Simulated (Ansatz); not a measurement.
# AgB (built on the sites of a database entry of InAg): a soft mode frozen in

Aim: this structure of AgB (built on the sites of a database entry of InAg) is to be tested for unstable modes, and one is followed downhill.

Main program and level: Ansatz 0.2.0; DFT PBEsol, scalar-relativistic, plane waves, PAW.

This is a report of a sequence of runs, with most program output left out.

The structure was built from a prototype and need not be the compound's stable phase.

**1. The starting structure**

Symmetry: Pm-3m, No. 221, cubic system. The conventional cell has a = 2.861 Å, b = 2.861 Å, c = 2.861 Å, α = 90.00°, β = 90.00°, γ = 90.00°. B has 8 Ag at 2.48 Å nearest. Nearest to Ag lie 8 B at 2.48 Å. Farther neighbours are not listed.

**2. The dispersion**

The cell comes from relaxations at this level that are not shown. Stability and thermal properties need the whole zone. Linear response on a 4×4×4 q mesh gives force constants as far as a supercell of that size would.

input.yaml reads:

```yaml
crystal:
  lattice:
    - [2.8609203463, 0.0, 0.0]
    - [0.0, 2.8609203463, 0.0]
    - [0.0, 0.0, 2.8609203463]
  atoms:
    - { symbol: B, position: [0.5, 0.5, 0.5] }
    - { symbol: Ag, position: [0.0, 0.0, 0.0] }
kpoints:
  mp_grid: { grid: [16, 16, 16] }
hamiltonian:
  xc: pbesol
scf:
  occupations: { method: methfessel_paxton, width: 0.2 }
output:
  eigenvalues: true
phonons:
  method: dfpt
  qmesh: [4, 4, 4]
  temperatures: { t_max: 1000, t_step: 50 }
  qpath:
    path:
      - [[0.0, 0.0, 0.0], [0.0, 0.5, 0.0], [0.5, 0.5, 0.0], [0.0, 0.0, 0.0], [0.5, 0.5, 0.5], [0.0, 0.5, 0.0]]
      - [[0.5, 0.5, 0.5], [0.5, 0.5, 0.0]]
    npoints: 10
```

On the command line:

```
$ ansatz run input.yaml --threads 4 --pin off --max-ram 7168MiB --backend cpu --events-out ev --progress --plain --runs-dir out
```

The job ended after 8.6 min (4 threads of Arm Neoverse N1, shared host; peak memory 2 GiB; 33 min of CPU time).

This step gave:

* volume per atom: 11.71 Å³
* gap on the k-mesh: 0 eV
* sum-rule residual before enforcement: 9.23e-6 eV/Å²
* lowest frequency on the path: -141.7 cm⁻¹
* point group: m-3m
* highest frequency on the path or at a solved wavevector: 304.7 cm⁻¹
* highest optical mode at the zone centre (no LO-TO term): 187.5 cm⁻¹
* lowest optical zone-centre mode: 187.5 cm⁻¹
* lowest mode on the q mesh (acoustic modes at Γ apart): -141.7 cm⁻¹

Frequencies (cm⁻¹) solved at each irreducible wavevector; negative means imaginary. Frequencies by wavevector, by row:

```csv
q in reciprocal lattice units,star,mode 1,mode 2,mode 3,mode 4,mode 5,mode 6
0 0 0,1,0,0,0,187.5,187.5,187.5
0 0 0.25,6,-12.4,-12.4,119.3,190.3,190.3,217.5
0 0 -0.5,3,40.1,40.1,168.1,187.8,187.8,274.4
0 0.25 0.25,12,42.4,52.3,118.7,206.6,215.7,238.4
0 0.25 -0.5,12,64.5,91.6,113.1,228.3,238.4,239.4
0 -0.5 -0.5,3,-54,-54,67.5,235.9,235.9,250.3
0.25 0.25 0.25,8,-21.3,-21.3,116.2,195.3,195.3,304.7
0.25 0.25 -0.5,12,-49.1,110.5,113.5,156.4,189.9,266.5
0.25 -0.5 -0.5,6,-112.7,-112.7,117.3,181.8,192.3,192.3
-0.5 -0.5 -0.5,1,-141.7,-141.7,-141.7,148.7,148.7,148.7
```

Interpolated from a 4×4×4 q mesh. Phonon branches along the path, in cm⁻¹:

```csv
point,branch 1,branch 2,branch 3,branch 4,branch 5,branch 6
Γ,0,0,0,188,188,188
halfway,-12,-12,119,190,190,218
X,40,40,168,188,188,274
halfway,64,92,113,228,238,239
M,-54,-54,68,236,236,250
halfway,42,52,119,207,216,238
Γ,0,0,0,188,188,188
halfway,-21,-21,116,195,195,305
R,-142,-142,-142,149,149,149
halfway,-49,110,114,156,190,266
X,40,40,168,188,188,274
jump to R,-142,-142,-142,149,149,149
halfway,-113,-113,117,182,192,192
M,-54,-54,68,236,236,250
```

Symmetry leaves 10 wavevectors to solve. The lowest mode among them, the acoustic zeros apart, lies at q = (-0.5, -0.5, -0.5) and is imaginary, 141.7i cm⁻¹, so the energy falls along it.

**3. The mode frozen in, largest atomic shift 0 Å**

The mode followed lies at q = (-0.5, -0.5, -0.5) with frequency 141.7i cm⁻¹ and is 3-fold degenerate, the softest among the wavevectors solved. At small amplitude the distorted cell has space group no. 166 by a symmetry search on the positions. The undistorted cell that holds it gives the zero of energy on the same k mesh.

System of this step: AgB (built on the sites of a database entry of InAg). It takes space group Pm-3m (No. 221, cubic). The conventional cell has a = 2.861 Å, b = 2.861 Å, c = 2.861 Å, α = 90.00°, β = 90.00°, γ = 90.00°. Nearest to B lie 8 Ag at 2.48 Å. Nearest to Ag lie 8 B at 2.48 Å. Farther neighbours are not listed.

input.yaml reads:

```yaml
crystal:
  lattice:
    - [2.8609203463, 2.8609203463, 0.0]
    - [2.8609203463, 0.0, 2.8609203463]
    - [2.8609203463, 0.0, -2.8609203463]
  atoms:
    - { symbol: B, position: [0.5, 0.25, 0.75] }
    - { symbol: B, position: [0.5, 0.75, 0.25] }
    - { symbol: Ag, position: [0.0, 0.0, 1.0] }
    - { symbol: Ag, position: [0.0, 0.5, 0.5] }
kpoints:
  mp_grid: { grid: [14, 14, 14] }
hamiltonian:
  xc: pbesol
scf:
  occupations: { method: methfessel_paxton, width: 0.2 }
output:
  forces: true
  stress: true
  eigenvalues: true
```

Elapsed: 2.9 s, on 4 threads; peak memory 0.39 GiB.

This step gave:

| Property | Result |
| --- | --- |
| pressure | 0.08116 GPa |
| energy from the undistorted cell | 0 meV/atom |

The run ends at a pressure of 0.08 GPa.

**4. The mode frozen in, largest atomic shift 0.14 Å**

The atoms are moved along the unstable eigenvector, the largest shift by 0.14 Å, with the cell fixed.

input.yaml, the sections that differ from step 3:

```yaml
crystal:
  lattice:
    - [2.8609203463, 2.8609203463, 0.0]
    - [2.8609203463, 0.0, 2.8609203463]
    - [2.8609203463, 0.0, -2.8609203463]
  atoms:
    - { symbol: B, position: [0.4717471904, 0.2641264048, 0.7358735952] }
    - { symbol: B, position: [0.5282528096, 0.7358735952, 0.2641264048] }
    - { symbol: Ag, position: [0.0, 0.0, 1.0] }
    - { symbol: Ag, position: [0.0, 0.5, 0.5] }
# kpoints, hamiltonian, scf, output: as in step 3
```

It took 8.1 s on 4 threads; peak memory 0.53 GiB; 30 s of CPU time.

This step gave:

```
pressure                         : 0.6276 GPa
energy from the undistorted cell : -2.984 meV/atom
```

The energy, extrapolated to zero smearing, is -2.98 meV/atom against the undistorted cell.

The run ends at a pressure of 0.63 GPa, with forces up to 0.025 eV/Å.

**5. Energy along the mode, all amplitudes (two of the runs are shown above)**

An imaginary frequency means negative curvature, so the energy should fall and then rise again as anharmonic terms take over.

This step gave:

```
depth at the lowest point sampled  : 2.984 meV/atom
largest atomic shift at that point : 0.14 Å
```

Table of energy from the parent by largest atomic shift:

| largest atomic shift (Å) | energy from the parent (meV/atom) |
| --- | --- |
| 0.000 | 0 |
| 0.040 | -0.476 |
| 0.080 | -1.59 |
| 0.140 | -2.98 |
| 0.220 | -1.90 |
| 0.320 | 11.4 |

Displacement at unit largest shift by atom:

```csv
atom,x (Å),y (Å),z (Å),size
B1,-0.577,-0.577,0.577,0.999
B2,0.577,0.577,-0.577,0.999
Ag3,0.000,0.000,0.000,0.000
Ag4,0.000,0.000,0.000,0.000
```

The lowest of the steps tried is at 0.14 Å, 2.98 meV/atom below the parent; the bottom of the well need not coincide with a step.

**6. Relaxation from the frozen mode**

Starting from the lowest point found, all atoms and the cell are let go, so that strain and other modes of the same symmetry can join in.

input.yaml, as its differences from that of step 4:

```diff
@@ -20 +20,6 @@
   eigenvalues: true
+relax:
+  adjacent_minimum: "off"
+  f_tol: 0.002
+  max_steps: 120
+  cell: { stress_tol: 0.03 }
```

Wall time 3 min (4 threads); peak memory 0.61 GiB; 12 min of CPU time.

Step by step:

```csv
step,energy less that of the first step (eV),largest force component (eV/Å),pressure (GPa),volume (Å³)
1,0.0000,0.0145,0.63,46.83
2,-0.0163,0.0701,-0.22,47.14
3,-0.0477,0.1440,-0.24,47.27
4,-0.2238,0.3197,0.90,47.42
5,-0.4785,0.3389,2.60,47.70
6,-0.6360,0.2943,-2.37,49.91
7,-0.7694,0.1005,-0.27,50.33
8,-0.7780,0.0355,0.21,50.72
9,-0.7788,0.0051,-0.03,50.67
10,-0.7789,0.0000,0.00,50.67
11*,-0.8674,0.0226,2.33,50.67
12,-0.9170,0.0097,1.64,51.78
13,-0.9546,0.0019,0.50,53.45
14,-0.9617,0.0120,0.48,54.36
15,-0.9619,0.0015,-0.09,54.54
16,-0.9619,0.0000,0.00,54.51
17*,-0.9667,0.0015,0.09,54.51
18,-0.9668,0.0001,0.02,54.65
19,-0.9667,0.0000,0.00,54.68
20*,-0.9669,0.0001,0.00,54.68
```

Relaxation steps marked * repeat the geometry before them on a plane-wave basis chosen anew for their cell, so energy and pressure can jump there.

Forces are held to the 12 operations that the run works with; a distortion that breaks them can't arise in this run.

| cell as run | before | after | change |
| --- | --- | --- | --- |
| a (Å) | 4.046 | 4.979 | +23.1 % |
| b (Å) | 4.046 | 3.753 | -7.2 % |
| c (Å) | 4.046 | 4.979 | +23.1 % |
| β (°) | 60.00 | 44.28 | -26.2 % |
| γ (°) | 60.00 | 67.86 | +13.1 % |
| volume (Å³/atom) | 11.71 | 13.67 | +16.8 % |

The atoms that moved most (Å, as changes of fractional coordinates times the final cell):

```
atom      dx      dy      dz  length
  B2   0.533   0.533  -0.533   0.924
  B1  -0.533  -0.533   0.533   0.924
```

This step gave:

```yaml
pressure: -6.69e-4 GPa
volume_per_atom: 13.67 Å³
```

The distorted start has space group R-3m; the relaxation ends in R-3m.

**7. The new phase in its own primitive cell**

The relaxed structure is symmetrised, reduced to its primitive cell and relaxed tightly, as its phonons need.

input.yaml, the sections that differ from step 6:

```yaml
crystal:
  lattice:
    - [1.8764396065, 1.0833629119, 4.4831834972]
    - [-1.8764396065, 1.0833629119, 4.4831834972]
    - [0.0, -2.1667258238, 4.4831834972]
  atoms:
    - { symbol: B, position: [0.3328048258, 0.3328048258, 0.3328048258] }
    - { symbol: B, position: [0.6671951742, 0.6671951742, 0.6671951742] }
    - { symbol: Ag, position: [0.0, 0.0, 0.0] }
    - { symbol: Ag, position: [0.5, 0.5, 0.5] }
kpoints:
  mp_grid: { grid: [15, 15, 15] }
relax:
  adjacent_minimum: "off"
  f_tol: 0.001
  max_steps: 60
  cell: { stress_tol: 0.01 }
# hamiltonian, scf, output: as in step 6
```

Run time: 63 s. Hardware: 4 threads; peak memory 0.68 GiB.

Step by step:

```
step  energy less that of the first step (eV)  largest force component (eV/Å)  pressure (GPa)  volume (Å³)
   1                                   0.0000                          0.0089            0.01        54.68
   2                                   0.0000                          0.0065           -0.01        54.70
   3                                   0.0000                          0.0011            0.01        54.73
   4                                   0.0000                          0.0006            0.00        54.74
   5                                   0.0000                          0.0000            0.00        54.74
  6*                                   0.0000                          0.0000            0.00        54.74
```

Relaxation steps marked * repeat the geometry before them on a plane-wave basis chosen anew for their cell, so energy and pressure can jump there.

The run keeps the 12 symmetry operations that it works with, so distortions that break them were not tested.

```
conventional cell, symmetrised  before   after  change
                         a (Å)   3.753   3.753  +0.0 %
                         b (Å)   3.753   3.753  +0.0 %
                         c (Å)  13.450  13.463  +0.1 %
              volume (Å³/atom)   13.67   13.69  +0.1 %
```

This step gave:

```yaml
pressure: 5.47e-4 GPa
volume_per_atom: 13.69 Å³
```

The largest force component left is 0.016 meV/Å and the pressure is 0.001 GPa, within the tolerances set. The cell now holds 13.69 Å³/atom.

**8. Modes of the new phase, k-mesh 15×15×15**

A relaxed structure may still be a saddle point, so its zone-centre modes are computed. No field response is asked, since the mesh shows no gap.

input.yaml, the sections that differ from step 7:

```yaml
crystal:
  lattice:
    - [1.8764665457, 1.0833784653, 4.4878182523]
    - [-1.8764665457, 1.0833784653, 4.4878182523]
    - [0.0, -2.1667569306, 4.4878182523]
  atoms:
    - { symbol: B, position: [0.3330987421, 0.3330987421, 0.3330987421] }
    - { symbol: B, position: [0.6669012579, 0.6669012579, 0.6669012579] }
    - { symbol: Ag, position: [0.0, 0.0, 0.0] }
    - { symbol: Ag, position: [0.5, 0.5, 0.5] }
output:
  eigenvalues: true
phonons:
  method: dfpt
# kpoints, hamiltonian, scf: as in step 7
# relax: removed
```

It took 9 min on 4 threads; peak memory 3.5 GiB.

This step gave:

```yaml
sum_rule_residual_before_enforcement: 3.45e-5 eV/Å²
point_group: -3m
highest_optical_mode_at_the_zone_centre_no_lo_to_term: 426.4 cm⁻¹
lowest_optical_zone_centre_mode: -74.24 cm⁻¹
```

Patterns of degenerate modes are one choice out of their space. The modes at Γ (shares of kinetic energy by element, %) (negative means imaginary):

| mode | frequency (cm⁻¹) | symmetry | B % | Ag % |
| --- | --- | --- | --- | --- |
| 1 | -74.2 | Eu | 10 | 90 |
| 2 | -74.2 | Eu | 10 | 90 |
| 3 | -74.1 | A2u | 19 | 81 |
| 4 | 0.0 | acoustic | 9 | 91 |
| 5 | 0.0 | acoustic | 9 | 91 |
| 6 | 0.0 | acoustic | 9 | 91 |
| 7 | 171.5 | Eg | 100 | 0 |
| 8 | 171.5 | Eg | 100 | 0 |
| 9 | 289.8 | A2u | 72 | 28 |
| 10 | 353.5 | A1g | 100 | 0 |
| 11 | 426.4 | Eu | 81 | 19 |
| 12 | 426.4 | Eu | 81 | 19 |

Displacements in mode 2 (-74.2 cm⁻¹), the largest set to 1:
```
B1  -0.94  0.07  0.00
B2  -0.94  0.07  0.00
Ag3 -0.81  0.06  0.00
Ag4  1.00 -0.07  0.00
```

Displacements in mode 12 (426.4 cm⁻¹), the largest set to 1:
```
B1   1.00  0.00  0.00
B2   1.00  0.00  0.00
Ag3 -0.22  0.00  0.00
Ag4  0.01  0.00  0.00
```

Before it was imposed, the acoustic sum rule was missed by 3.5e-5 eV/Å². Small misses are needed for a sound result but don't prove that mesh and cutoff are converged. The lowest optical mode is imaginary, 74.2i cm⁻¹, so the energy falls along it.

**9. Results**

| Property | Result |
| --- | --- |
| unstable mode of the parent | q = (-0.5, -0.5, -0.5), 142i cm⁻¹ |
| depth at the lowest point sampled | 2.98 meV/atom |
| largest atomic shift at that point | 0.14 Å |
| space group reached (within 0.01 Å) | R-3m |
| energy gained over the parent (first relaxation, on the mesh of the frozen mode) | 245 meV/atom |
| volume per atom, phase reached | 13.7 Å³ |
| lowest optical zone-centre mode, phase reached | -74.2 cm⁻¹ |
| highest optical mode at the zone centre (no LO-TO term), phase reached | 426 cm⁻¹ |

What this shows: Along this mode the structure falls into R-3m, 245 meV/atom below the parent. At the parent's cell the well is 2.984 meV/atom deep on the steps tried, with its lowest point at a shift of 0.14 Å. Relaxing atoms and cell changes the gain by +241.64 meV/atom against the lowest step (energies at zero smearing). Most of the total comes from this relaxation. The new phase still has an imaginary mode at the zone centre of its cell, so it is a saddle point on the way to a lower structure. Of the 5 patterns followed to their end from this parent, this one ends 671 meV/atom above the lowest, Imma. Each path keeps the symmetry of its pattern, so a lower phase may lie along a pattern not tried. With no gap, or one that is small against the smearing, the frequencies hang on the k mesh and the smearing, most of all near Kohn anomalies. The starting cell was built on a prototype and not taken from a measurement, so the phase need not exist.

[Logs are printed without paths, hosts, clocks, repeated set-up lines and the standing remarks that a program may print on its own settings, such as how far it seeks lower states.]

[Hosts, paths, dates, database ids (printed as entryN), source tags and the programs' standing remarks are cut or masked in the printed files.]
